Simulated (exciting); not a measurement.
# SrCl2: the Cl K edge from the Bethe–Salpeter equation, part 3 of 3

Aim: the Cl K absorption edge of SrCl2 with the electron–hole interaction treated explicitly, and what each term of the kernel does.

exciting sodium; X-ray absorption, core-level Bethe-Salpeter equation, exchange and statically screened direct term, Tamm-Dancoff, all-electron LAPW+lo PBE.

So far. Step 6 (Exchange alone): Maxima (height): 3.3 eV (0.45), 5.8 eV (0.30), 8.3 eV (0.30), 15.2 eV (0.27) and 17.6 eV (0.32); 2 lower ones aren't listed. The spectrum is that of the independent-particle run within 1 %. Step 7 (Direct term alone): Maxima (height): 0.3 eV (1.00), 4.5 eV (0.32), 11.7 eV (0.17), 13.7 eV (0.23) and 16.4 eV (0.23). The spectrum is that of the singlet run within 1 %.

## (8) Shipped basis

Changed against the first singlet run: added local orbitals (Ha) from 0.9 to none.

Input file input.xml:

```
<input>
  <title>SrCl2</title>
  <structure speciespath="." autormt="false" epslat="1.0e-5">
    <crystal>
      <basevect>0.0000000000 6.5920261256 6.5920261256</basevect>
      <basevect>6.5920261256 0.0000000000 6.5920261256</basevect>
      <basevect>6.5920261256 6.5920261256 0.0000000000</basevect>
    </crystal>
    <species speciesfile="Sr.xml" rmt="2.464">
      <atom coord="0.0000000000 0.0000000000 0.0000000000"/>
    </species>
    <species speciesfile="Cl.xml" rmt="2.300">
      <atom coord="0.7500000000 0.7500000000 0.7500000000"/>
      <atom coord="0.2500000000 0.2500000000 0.2500000000"/>
    </species>
  </structure>
  <groundstate do="skip" xctype="GGA_PBE" ngridk="3 3 3" rgkmax="7" gmaxvr="14" nempty="8" swidth="0.001" maxscl="100" epsengy="1e-5"/>
  <xs xstype="BSE" ngridk="4 4 4" ngridq="4 4 4" vkloff="0.097 0.273 0.493" rgkmax="7" nempty="39" gqmax="3" lmaxapwwf="5" lmaxemat="2" broad="0.01654" tevout="true">
    <energywindow intv="100.532 102.149" points="439"/>
    <screening screentype="full" nempty="63"/>
    <BSE xas="true" xasspecies="2" xasatom="1" xasedge="K" bsetype="singlet" nstlxas="1 35"/>
    <qpointset>
      <qpoint>0 0 0</qpoint>
    </qpointset>
    <plan>
      <doonly task="xsgeneigvec"/>
      <doonly task="writepmatxs"/>
      <doonly task="scrgeneigvec"/>
      <doonly task="scrwritepmat"/>
      <doonly task="screen"/>
      <doonly task="scrcoulint"/>
      <doonly task="exccoulint"/>
    </plan>
  </xs>
</input>
```

Input file input.xml for the last start (plan only):

```
  <plan>
    <doonly task="bse"/>
  </plan>
```

Run with:

```console
> OMP_NUM_THREADS=1 mpirun -n 4 exciting
> OMP_NUM_THREADS=4 exciting
```

Numbers of over 12 decimals in the logs are rounded to 6 here.

Log:

```text
| EXCITING SODIUM started for task xsgeneigvec ( 301)                          =
One-shot GS runs for BSE calculations
One-shot GS runs for k+qmt/2 grids
Info(xsgeneigvec): Generating eigenvectors for Q-point      1
Info(xsgeneigvec): Generation of eigenvectors finished
| EXCITING SODIUM started for task writepmatxs ( 320)                          =
Info(writepmatxs): Momentum matrix elements finished
| EXCITING SODIUM started for task scrgeneigvec ( 401)                         =
One-shot GS runs for BSE calculations
One-shot GS runs for k+qmt/2 grids
[...]
Info(setup_bse_block): Setting up RR part of hamiltonian
Info(setup_bse_block): Singlet spin state
Info(bse): Diagonalizing RR Hamiltonian (TDA)
Info(bse): Invoking Lapack routine ZHEEVR
      4480 eigen solutions found in the interval:
         i1=       1 i2=    4480
Info(bse): Writing excition energies and oscillator strengths to text file.
Info(makespectrum_dist): Making spectrum using formula for coupling with time reversed AR basis.
Info(makespectrum_dist): Using formalism for vanishing momentum transfer.
Info(writederived): Writing quantities derived from the macroscopic dielectric function.
Info(bselauncher): Spectrum finished for iqmt=  1
Info(bselauncher): All done for BSE type singlet
```

The job ended after 28 min (4 MPI ranks of Intel Xeon at 2.70GHz, shared host).

The spectrum differs from the singlet run by 15 % r.m.s. Moving the earlier curve by +0.2 eV leaves 8 %. The first bright state moves from -1.06 to -0.86 eV. The lowest bare transition of this run lies at 0.48 eV, against 0.26. The linearised basis grows poor far above its energy parameter.

```csv
E (eV),first run,this run
-4.0,0.02,0.02
-3.0,0.04,0.03
-2.0,0.09,0.07
-1.0,0.35,0.30
0.0,0.86,0.67
1.0,0.60,0.70
2.0,0.32,0.32
3.0,0.27,0.25
4.0,0.27,0.24
5.0,0.28,0.28
6.0,0.20,0.20
7.0,0.19,0.18
8.0,0.13,0.13
9.0,0.15,0.12
10.0,0.16,0.15
11.0,0.17,0.14
12.0,0.17,0.15
13.0,0.19,0.13
14.0,0.21,0.19
15.0,0.16,0.14
16.0,0.19,0.13
17.0,0.17,0.17
18.0,0.14,0.11
19.0,0.14,0.11
```

## (9) From independent particles to the full kernel

```csv
level,curve passes 0.15 (eV),highest maximum (eV),its height
IP,1.1,3.3,0.45
RPA,1.1,3.3,0.45
direct only,-1.6,0.3,1.00
singlet,-1.6,0.3,1.00
```

```csv
E (eV),IP,RPA,direct only,singlet
-4.0,0.01,0.01,0.02,0.02
-3.0,0.01,0.01,0.04,0.04
-2.0,0.01,0.01,0.09,0.09
-1.0,0.02,0.02,0.36,0.35
0.0,0.05,0.05,0.86,0.86
1.0,0.15,0.15,0.60,0.60
2.0,0.18,0.18,0.32,0.32
3.0,0.42,0.42,0.27,0.27
4.0,0.38,0.38,0.27,0.27
5.0,0.27,0.27,0.28,0.28
6.0,0.30,0.30,0.20,0.20
7.0,0.29,0.29,0.19,0.19
8.0,0.29,0.29,0.13,0.13
9.0,0.21,0.21,0.15,0.15
10.0,0.17,0.17,0.16,0.16
11.0,0.20,0.20,0.17,0.17
12.0,0.18,0.18,0.17,0.17
13.0,0.20,0.20,0.19,0.19
14.0,0.18,0.18,0.21,0.21
15.0,0.26,0.26,0.16,0.16
16.0,0.22,0.22,0.19,0.19
17.0,0.25,0.25,0.17,0.17
18.0,0.30,0.30,0.14,0.14
19.0,0.26,0.26,0.14,0.14
```

## (10) Results

* absorber and edge: Cl K, atom 2
* surroundings: 4 Sr at 3.02 Å (tetrahedral, site symmetry -43m)
* first bright state: -1.06 eV from the Kohn–Sham onset, on this mesh
* highest maximum: 0.3 eV
* cost of the BSE run: 31 min on 4 MPI ranks of Intel Xeon at 2.70GHz, shared host; the last task ran on as many threads

What this shows: Is a core exciton bound? Yes on this mesh: the first bright state (over 5 % of the brightest) lies at -1.06 eV from the Kohn–Sham onset and at -1.32 eV from the lowest bare transition of its own mesh; weaker or dark states reach down to -1.25 eV. Changing the added local orbitals (Ha) from 0.9 to none alters the spectrum by 15 % r.m.s. Exchange alone changes the independent-particle spectrum by 0.1 % r.m.s. Leaving exchange out of the full kernel changes the spectrum by 0.2 % r.m.s. A mesh of 64 points doesn't converge binding energies, and fine structure above the first lines is partly noise of the mesh. The kernel cutoff is low for a compact core orbital, so the effect of exchange is a lower bound. The zero comes from the unshifted 3×3×3 ground-state mesh; it is exact only where the band minimum lies on that mesh. The Kohn–Sham onset, 2747 eV, is no photon energy: the scale needs a rigid shift. Bands and screening come from semilocal DFT, whose small gap overscreens. Vibrations and energy-dependent lifetimes are left out. The structure is a published determination, not relaxed.

[Banner, clock and machine lines of the logs are left out without a mark of their own.]

[Logs are printed without paths, hosts, clocks, repeated set-up lines and the standing remarks that a program may print on its own settings, such as how far it seeks lower states.]

[Hosts, paths, dates, database ids (printed as entryN), source tags and the programs' standing remarks are cut or masked in the printed files.]
